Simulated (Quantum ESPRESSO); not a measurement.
Consider LaTiO3 (Pm-3m).

```
CELL_PARAMETERS angstrom
3.92000 0.00000 0.00000
0.00000 3.92000 0.00000
0.00000 0.00000 3.92000
ATOMIC_POSITIONS crystal
La 0.00000 0.00000 0.00000
Ti 0.50000 0.50000 0.50000
O 0.50000 0.00000 0.50000
O 0.00000 0.50000 0.50000
O 0.50000 0.50000 0.00000
```

Absorber: atom 2, with 6 O at 1.96 Å (octahedral, site symmetry m-3m). Method: Quantum ESPRESSO XSpectra, PBEsol, excited-electron core hole (neutral cell), 10-atom cell with 5.5 Å between holes, 6×6×6 k points, dipole transitions, Lorentzian half width 0.47 eV up to 4 eV, rising linearly to 4 eV at 25 eV, without spin-orbit coupling.

**Question.** Where do the maxima of the Ti K edge fall?

Main maxima up to 30 eV above the zero (height): 4.4 eV (0.39), 14.0 eV (1.93) and 22.4 eV (1.94). A K edge sees empty p states. The first eV above the zero hold little dipole weight, as the lowest empty bands are of d character; the main edge, of 4p character, rises through 0.6 near 9 eV above the zero. The total-energy difference is 4978.97 eV. One term is added: -22.82 eV, since the hole is spin-paired here and a spin-polarised one costs that much less in the free atom (computed apart). The photon energy is then 4956.15 eV. The tabulated edge of the element is 4966 eV. The functional leaves an error in such absolute values: in the free atom PBEsol prices this hole 6.2 eV below PBE (computed apart), and PBE is itself good to a few eV.

The Ti K spectrum (energy from the energy zero of the input (xe0, at the border of filled and empty states); intensity scaled to a mean of 1 over the first 20 eV; the points at xe0, where the cut of filled states can leave a spike, are interpolated):

```csv
E (eV),intensity
-2.0,0.03
-1.0,0.03
0.0,0.05
1.0,0.09
2.0,0.15
3.0,0.20
4.0,0.34
5.0,0.31
6.0,0.21
7.0,0.24
8.0,0.33
9.0,0.49
10.0,0.76
11.0,1.18
12.0,1.62
13.0,1.86
14.0,1.93
15.0,1.91
16.0,1.89
17.0,1.88
18.0,1.87
19.0,1.88
20.0,1.91
21.0,1.93
22.0,1.94
23.0,1.94
24.0,1.93
25.0,1.92
26.0,1.92
27.0,1.92
28.0,1.91
29.0,1.90
30.0,1.88
31.0,1.85
32.0,1.81
```

The primitive cell holds an odd number of electrons, so a spin-paired run has to come out metallic; that is right for a metal, but some such compounds are magnetic or distorted insulators. Quadrupole 1s→3d transitions, which feed the pre-edge, are not in the dipole spectrum. The holes are only 5.5 Å apart, so the shape is probably not converged with cell size; no larger cell was run here. Lifetime broadening is put in by hand, and intensities beyond about 20 eV depend on it and on the partial waves. The structure is a published determination, not relaxed.

[Banner, clock and machine lines of the logs are left out without a mark of their own.]

[Logs are printed without paths, hosts, clocks, repeated set-up lines and the standing remarks that a program may print on its own settings, such as how far it seeks lower states.]

[Hosts, paths, dates, database ids (printed as entryN), source tags and the programs' standing remarks are cut or masked in the printed files.]

[Lists of maxima count a maximum above −3 eV only where it reaches 4 % of the highest in the window and stands out from its surroundings by 2 % of it (1.5 % where it reaches 55 %); shoulders and weaker maxima are passed over, and of the rest the first, up to two pre-edge ones and the few strongest are named.]
